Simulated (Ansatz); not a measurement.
## Phonons of Sr2Ir (Fm-3m) against volume

Does Sr2Ir (Fm-3m) expand much on heating, by its phonons?

Program: Ansatz 0.2.0. Level of theory: DFT PBEsol, scalar-relativistic, plane waves, PAW; PAW set soft_1. Values are calculated unless marked as measured.

Report form: inputs, costs, results and the conclusion, without the logs.

**1. Set-up**

It takes space group Fm-3m (No. 225, cubic). Conventional cell: a = 7.125 Å, b = 7.125 Å, c = 7.125 Å, α = 90.00°, β = 90.00°, γ = 90.00°. Sr has 4 Ir at 3.09 Å nearest. Nearest to Ir lie 8 Sr at 3.09 Å. Farther neighbours, and contacts between anions beyond the nearest, are not listed.

**2. Response at finite wavevector**

Stability and thermal properties need the whole zone. Linear response on a 4×4×4 q mesh gives force constants as far as a supercell of that size would.

input.yaml

```yaml
crystal:
  lattice:
    - [0.0, 3.5622651037, 3.5622651037]
    - [3.5622651037, 0.0, 3.5622651037]
    - [3.5622651037, 3.5622651037, 0.0]
  atoms:
    - { symbol: Sr, position: [0.75, 0.75, 0.75] }
    - { symbol: Sr, position: [0.25, 0.25, 0.25] }
    - { symbol: Ir, position: [0.0, 0.0, 0.0] }
kpoints:
  mp_grid: { grid: [12, 12, 12] }
hamiltonian:
  xc: pbesol
  pseudopotentials: { kind: paw, azcp: { folder: soft_1 }, xc_functional: pbe }
scf:
  occupations: { method: methfessel_paxton, width: 0.2 }
output:
  eigenvalues: true
phonons:
  method: dfpt
  qmesh: [4, 4, 4]
  temperatures: { t_max: 1000, t_step: 50 }
  qpath:
    path:
      - [[0.0, 0.0, 0.0], [0.5, 0.0, 0.5], [0.625, 0.25, 0.625]]
      - [[0.375, 0.375, 0.75], [0.0, 0.0, 0.0], [0.5, 0.5, 0.5], [0.5, 0.25, 0.75], [0.5, 0.0, 0.5]]
    npoints: 10
```

Run with:

```
$ ansatz run input.yaml --threads 4 --pin off --max-ram 10240MiB --backend cpu --events-out ev --progress --plain --runs-dir out
```

Wall time 14 min (4 threads of Arm Neoverse V1, shared host); peak memory 5.9 GiB; 57 min of CPU time.

This step gave:

| Item | Value |
| --- | --- |
| volume per atom | 30.14 Å³ |
| gap on the k-mesh | 0 eV |
| sum-rule residual before enforcement | 5.98e-5 eV/Å² |
| lowest frequency on the path | 0 cm⁻¹ |
| point group | m-3m |
| highest frequency on path, mesh or solved points | 159.2 cm⁻¹ |
| mean frequency | 92.8 cm⁻¹ |
| Debye temperature (second moment) | 184 K |
| logarithmic mean frequency | 85.3 cm⁻¹ |
| highest optical mode at the zone centre (no LO-TO term) | 133.9 cm⁻¹ |
| lowest optical zone-centre mode | 106.7 cm⁻¹ |
| lowest mode on the q mesh (acoustic modes at Γ apart) | 23.53 cm⁻¹ |
| zero-point energy per atom | 17.26 meV |
| heat capacity at 300 K | 24.48 J/(mol atoms K) |
| vibrational entropy at 300 K | 47.48 J/(mol atoms K) |

Frequencies (cm⁻¹) solved at each irreducible wavevector; negative means imaginary. Frequencies by wavevector, by row:

```csv
q in reciprocal lattice units,star,mode 1,mode 2,mode 3,mode 4,mode 5,mode 6,mode 7,mode 8,mode 9
0 0 0,1,0,0,0,106.7,106.7,106.7,133.9,133.9,133.9
0 0 0.25,8,37.8,37.8,54.3,106.4,106.4,106.8,126.6,126.6,127.3
0 0 -0.5,4,52.7,52.7,84.4,103.3,112.2,112.2,113.3,113.3,120.3
0 0.25 0.25,6,28.6,28.6,68.1,94,94,96.6,130.7,135.8,135.8
0 0.25 -0.5,24,54.2,55.8,65.1,84.1,85.6,85.6,129.7,132.1,149.4
0 0.25 -0.25,12,37.1,55.8,75,86.3,101.3,103.3,117.7,120.2,148.2
0 -0.5 -0.5,3,23.5,60.7,60.7,66.8,66.8,90.6,138.2,138.2,156.6
0.25 -0.5 -0.25,6,47.9,50.3,64.1,78.8,78.8,106.5,106.5,139.4,159.2
```

Symmetry leaves 8 wavevectors to solve. The lowest mode among them, the acoustic zeros apart, lies at q = (0, -0.5, -0.5) and is real, 23.5 cm⁻¹.

**3. Relaxing at another volume, volume ratio 0.97**

The volume is scaled by 0.97 and held; symmetry leaves nothing to relax, so this is a single point. The modes can then be followed against volume.

input.yaml, the sections that differ from step 2:

```yaml
crystal:
  lattice:
    - [0.0, 3.5262801676, 3.5262801676]
    - [3.5262801676, 0.0, 3.5262801676]
    - [3.5262801676, 3.5262801676, 0.0]
  atoms:
    - { symbol: Sr, position: [0.75, 0.75, 0.75] }
    - { symbol: Sr, position: [0.25, 0.25, 0.25] }
    - { symbol: Ir, position: [0.0, 0.0, 0.0] }
output:
  forces: true
  stress: true
  eigenvalues: true
# kpoints, hamiltonian, scf: as in step 2
# phonons: removed
```

Elapsed: 2.5 s, on 4 threads; peak memory 0.44 GiB; 9.2 s of CPU time.

This step gave:

- pressure: 1.381 GPa
- volume per atom: 29.23 Å³

The run ends at a pressure of 1.38 GPa.

**4. Phonons at the other volume, volume ratio 0.97**

The phonons are repeated at this volume on the same meshes, so that differences come from the volume alone.

Edit input.yaml of step 3 so:

```diff
@@ -17,4 +17,11 @@
 output:
-  forces: true
-  stress: true
   eigenvalues: true
+phonons:
+  method: dfpt
+  qmesh: [4, 4, 4]
+  temperatures: { t_max: 1000, t_step: 50 }
+  qpath:
+    path:
+      - [[0.0, 0.0, 0.0], [0.5, 0.0, 0.5], [0.625, 0.25, 0.625]]
+      - [[0.375, 0.375, 0.75], [0.0, 0.0, 0.0], [0.5, 0.5, 0.5], [0.5, 0.25, 0.75], [0.5, 0.0, 0.5]]
+    npoints: 10
```

The job ended after 14 min (4 threads; peak memory 5.8 GiB).

This step gave:

```
sum-rule residual before enforcement                    : 5.45e-5 eV/Å²
highest frequency on path, mesh or solved points        : 164.5 cm⁻¹
mean frequency                                          : 96.7 cm⁻¹
Debye temperature (second moment)                       : 192 K
logarithmic mean frequency                              : 88.8 cm⁻¹
highest optical mode at the zone centre (no LO-TO term) : 137.3 cm⁻¹
lowest optical zone-centre mode                         : 112.5 cm⁻¹
lowest mode on the q mesh (acoustic modes at Γ apart)   : 28.77 cm⁻¹
zero-point energy per atom                              : 17.98 meV
heat capacity at 300 K                                  : 24.44 J/(mol atoms K)
vibrational entropy at 300 K                            : 46.49 J/(mol atoms K)
```

Frequencies (cm⁻¹) solved at each irreducible wavevector; negative means imaginary. Frequencies by wavevector, by row:

| q in reciprocal lattice units | star | mode 1 | mode 2 | mode 3 | mode 4 | mode 5 | mode 6 | mode 7 | mode 8 | mode 9 |
| --- | --- | --- | --- | --- | --- | --- | --- | --- | --- | --- |
| 0 0 0 | 1 | 0 | 0 | 0 | 112.5 | 112.5 | 112.5 | 137.3 | 137.3 | 137.3 |
| 0 0 0.25 | 8 | 38.1 | 38.1 | 57.1 | 111.2 | 112.1 | 112.1 | 130.5 | 130.5 | 132.2 |
| 0 0 -0.5 | 4 | 53 | 53 | 87.8 | 107.4 | 117.2 | 117.2 | 118.2 | 118.2 | 125.8 |
| 0 0.25 0.25 | 6 | 29.9 | 29.9 | 70.2 | 98.9 | 98.9 | 99.6 | 136.6 | 140.5 | 140.5 |
| 0 0.25 -0.5 | 24 | 55.5 | 57.6 | 69.1 | 86.2 | 90 | 90.6 | 135.2 | 137.8 | 155 |
| 0 0.25 -0.25 | 12 | 39.7 | 56.5 | 77.6 | 89.2 | 107.1 | 107.1 | 122.4 | 126.2 | 153.8 |
| 0 -0.5 -0.5 | 3 | 28.8 | 65.3 | 65.3 | 68.7 | 68.7 | 93.3 | 144.1 | 144.1 | 162.2 |
| 0.25 -0.5 -0.25 | 6 | 51.8 | 55.5 | 65.6 | 80.5 | 80.5 | 112.2 | 112.2 | 145.5 | 164.5 |

The highest optical mode at the zone centre (no LO-TO term) is 137.3 cm⁻¹, +3.4 cm⁻¹ against the base run.

**5. Relaxing at another volume, volume ratio 1.03**

The volume is scaled by 1.03 and held; symmetry leaves nothing to relax, so this is a single point. The modes can then be followed against volume.

input.yaml, the sections that differ from step 4:

```yaml
crystal:
  lattice:
    - [0.0, 3.5975373492, 3.5975373492]
    - [3.5975373492, 0.0, 3.5975373492]
    - [3.5975373492, 3.5975373492, 0.0]
  atoms:
    - { symbol: Sr, position: [0.75, 0.75, 0.75] }
    - { symbol: Sr, position: [0.25, 0.25, 0.25] }
    - { symbol: Ir, position: [0.0, 0.0, 0.0] }
output:
  forces: true
  stress: true
  eigenvalues: true
# kpoints, hamiltonian, scf: as in step 4
# phonons: removed
```

The job ended after 2.6 s (4 threads; peak memory 0.45 GiB; 9.4 s of CPU time).

This step gave:

* pressure: -1.171 GPa
* volume per atom: 31.04 Å³

The run ends at a pressure of -1.17 GPa.

**6. Phonons at the other volume, volume ratio 1.03**

Edit input.yaml of step 5 so:

```diff
@@ -17,4 +17,11 @@
 output:
-  forces: true
-  stress: true
   eigenvalues: true
+phonons:
+  method: dfpt
+  qmesh: [4, 4, 4]
+  temperatures: { t_max: 1000, t_step: 50 }
+  qpath:
+    path:
+      - [[0.0, 0.0, 0.0], [0.5, 0.0, 0.5], [0.625, 0.25, 0.625]]
+      - [[0.375, 0.375, 0.75], [0.0, 0.0, 0.0], [0.5, 0.5, 0.5], [0.5, 0.25, 0.75], [0.5, 0.0, 0.5]]
+    npoints: 10
```

It took 15 min on 4 threads; peak memory 6 GiB; 61 min of CPU time.

This step gave:

| Item | Value |
| --- | --- |
| sum-rule residual before enforcement | 3.54e-5 eV/Å² |
| highest frequency on path, mesh or solved points | 154.0 cm⁻¹ |
| mean frequency | 89.1 cm⁻¹ |
| Debye temperature (second moment) | 177 K |
| logarithmic mean frequency | 81.7 cm⁻¹ |
| highest optical mode at the zone centre (no LO-TO term) | 130.6 cm⁻¹ |
| lowest optical zone-centre mode | 101.2 cm⁻¹ |
| lowest mode on the q mesh (acoustic modes at Γ apart) | 17.68 cm⁻¹ |
| zero-point energy per atom | 16.57 meV |
| heat capacity at 300 K | 24.52 J/(mol atoms K) |
| vibrational entropy at 300 K | 48.52 J/(mol atoms K) |

The highest optical mode at the zone centre (no LO-TO term) is 130.6 cm⁻¹, -3.2 cm⁻¹ against the base run.

**7. Grüneisen parameters**

The Grüneisen parameter of a mode is minus the logarithmic change of its frequency with volume, −d ln ω / d ln V; weighted by heat capacity it gives the expansion.

This step gave:

* bulk modulus: 42.5 GPa

The phonon branches at the labelled points (cm⁻¹):

```
    point  branch 1  branch 2  branch 3  branch 4  branch 5  branch 6  branch 7  branch 8  branch 9
        Γ         0         0         0       107       107       107       134       134       134
  halfway        29        29        68        94        94        97       131       136       136
        X        24        61        61        67        67        91       138       138       157
  halfway        29        63        65        66        69        90       136       137       157
        U        38        64        70        73        76        89       130       133       157
jump to K        38        64        70        73        76        89       130       133       157
  halfway        28        48        65        94       113       114       114       115       141
        Γ         0         0         0       107       107       107       134       134       134
  halfway        38        38        54       106       106       107       127       127       127
        L        53        53        84       103       112       112       113       113       120
  halfway        56        57        71        83        85       108       110       133       148
        W        48        50        64        79        79       107       107       139       159
  halfway        34        58        66        71        74        90       129       139       158
        X        24        61        61        67        67        91       138       138       157
```

The same for volume x 0.97:

```csv
point,branch 1,branch 2,branch 3,branch 4,branch 5,branch 6,branch 7,branch 8,branch 9
Γ,0,0,0,112,112,112,137,137,137
X,29,65,65,69,69,93,144,144,162
U,43,66,73,75,80,93,136,139,162
K,43,66,73,75,80,93,136,139,162
Γ,0,0,0,112,112,112,137,137,137
L,53,53,88,107,117,117,118,118,126
W,52,56,66,80,80,112,112,146,164
X,29,65,65,69,69,93,144,144,162
```

The same for volume x 1.03:

| point | branch 1 | branch 2 | branch 3 | branch 4 | branch 5 | branch 6 | branch 7 | branch 8 | branch 9 |
| --- | --- | --- | --- | --- | --- | --- | --- | --- | --- |
| Γ | 0 | 0 | 0 | 101 | 101 | 101 | 131 | 131 | 131 |
| X | 18 | 56 | 56 | 65 | 65 | 88 | 133 | 133 | 151 |
| U | 34 | 62 | 67 | 71 | 72 | 85 | 125 | 127 | 152 |
| K | 34 | 62 | 67 | 71 | 72 | 85 | 125 | 127 | 152 |
| Γ | 0 | 0 | 0 | 101 | 101 | 101 | 131 | 131 | 131 |
| L | 52 | 52 | 80 | 100 | 106 | 106 | 110 | 110 | 115 |
| W | 44 | 45 | 62 | 77 | 77 | 101 | 101 | 134 | 154 |
| X | 18 | 56 | 56 | 65 | 65 | 88 | 133 | 133 | 151 |

Mode Grueneisen parameter -dln(w)/dln(V), modes matched by rank; at Γ the acoustic branches take the value of a neighbouring point of the path. Mode grüneisen parameters along the path, in :

| point | branch 1 | branch 2 | branch 3 | branch 4 | branch 5 | branch 6 | branch 7 | branch 8 | branch 9 |
| --- | --- | --- | --- | --- | --- | --- | --- | --- | --- |
| Γ | 1.70 | 1.70 | 1.05 | 1.76 | 1.76 | 1.76 | 0.83 | 0.83 | 0.83 |
| halfway | 1.64 | 1.64 | 1.03 | 1.72 | 1.72 | 1.00 | 1.47 | 1.12 | 1.12 |
| X | 8.11 | 2.47 | 2.47 | 1.03 | 1.03 | 0.99 | 1.37 | 1.37 | 1.15 |
| halfway | 5.81 | 2.24 | 1.86 | 1.37 | 0.97 | 1.07 | 1.41 | 1.40 | 1.13 |
| U | 4.09 | 0.86 | 1.50 | 0.94 | 1.84 | 1.48 | 1.42 | 1.44 | 1.14 |
| jump to K | 4.09 | 0.86 | 1.50 | 0.94 | 1.84 | 1.48 | 1.42 | 1.44 | 1.14 |
| halfway | 1.88 | 0.34 | 1.36 | 1.58 | 1.45 | 1.48 | 1.33 | 1.15 | 1.19 |
| Γ | 1.61 | 0.27 | 1.52 | 1.76 | 1.76 | 1.76 | 0.83 | 0.83 | 0.83 |
| halfway | 0.31 | 0.31 | 1.75 | 1.64 | 1.77 | 1.51 | 1.01 | 1.01 | 1.23 |
| L | 0.22 | 0.22 | 1.45 | 1.21 | 1.61 | 1.61 | 1.27 | 1.27 | 1.50 |
| halfway | 1.01 | 0.67 | 1.91 | 1.78 | 0.84 | 1.67 | 1.45 | 1.39 | 1.22 |
| W | 2.61 | 3.46 | 0.89 | 0.74 | 0.74 | 1.70 | 1.70 | 1.41 | 1.10 |
| halfway | 4.68 | 2.58 | 0.94 | 0.94 | 1.58 | 1.32 | 1.44 | 1.40 | 1.12 |
| X | 8.11 | 2.47 | 2.47 | 1.03 | 1.03 | 0.99 | 1.37 | 1.37 | 1.15 |

(dS/dlnV)/C_V. The thermodynamic Grueneisen parameter by temperature:

```csv
temperature (K),thermodynamic Grueneisen parameter
50,1.39
100,1.38
150,1.38
200,1.38
250,1.38
300,1.38
350,1.38
400,1.38
450,1.38
500,1.38
550,1.38
600,1.38
650,1.38
700,1.38
750,1.38
800,1.38
850,1.38
900,1.38
950,1.38
1000,1.38
```

Gamma C_V/(B V) at the static volume. Volume expansion against temperature:

| temperature (K) | volume expansion (1e-6/K) |
| --- | --- |
| 50 | 26.0 |
| 100 | 38.1 |
| 150 | 41.5 |
| 200 | 42.8 |
| 250 | 43.4 |
| 300 | 43.8 |
| 350 | 44.0 |
| 400 | 44.1 |
| 450 | 44.2 |
| 500 | 44.3 |
| 550 | 44.3 |
| 600 | 44.4 |
| 650 | 44.4 |
| 700 | 44.4 |
| 750 | 44.4 |
| 800 | 44.5 |
| 850 | 44.5 |
| 900 | 44.5 |
| 950 | 44.5 |
| 1000 | 44.5 |

**8. Results**

| Quantity | Value |
| --- | --- |
| bulk modulus | 42.5 GPa |
| thermodynamic Grüneisen parameter at 300 K | 1.379 |
| volume expansion at 300 K, estimated | 43.77 × 10⁻⁶ K⁻¹ |

By this estimate the volume grows by 43.8 × 10⁻⁶ per kelvin at 300 K. The highest optical mode at Γ goes from 137 to 131 cm⁻¹ as the cell grows, a Grüneisen parameter of 0.83. Mode parameters on the path run from 0.21 to 8.1, with a median of 1.4. Branches are matched by rank, so values near crossings are rough. The expansion is the Grüneisen estimate at the static volume, with the static bulk modulus. With no gap, or one that is small against the smearing, the frequencies hang on the k mesh and the smearing, most of all near Kohn anomalies. The phonon runs are without spin polarisation, although the cell has an odd electron count. Spin-orbit coupling is left out, which can matter for the heavy elements here. The PAW files were made for PBE and serve the other functionals too. A phonon run warned that its eigensolver left some bands unconverged in a pass.

[Long decimals in the printed logs are rounded to 6 places.]

[Logs are printed without paths, hosts, clocks, repeated set-up lines and the standing remarks that a program may print on its own settings, such as how far it seeks lower states.]

[Hosts, paths, dates, database ids (printed as entryN), source tags and the programs' standing remarks are cut or masked in the printed files.]

[Where the starting crystal was built by hand or by swapping elements, it need not be the compound's stable phase.]
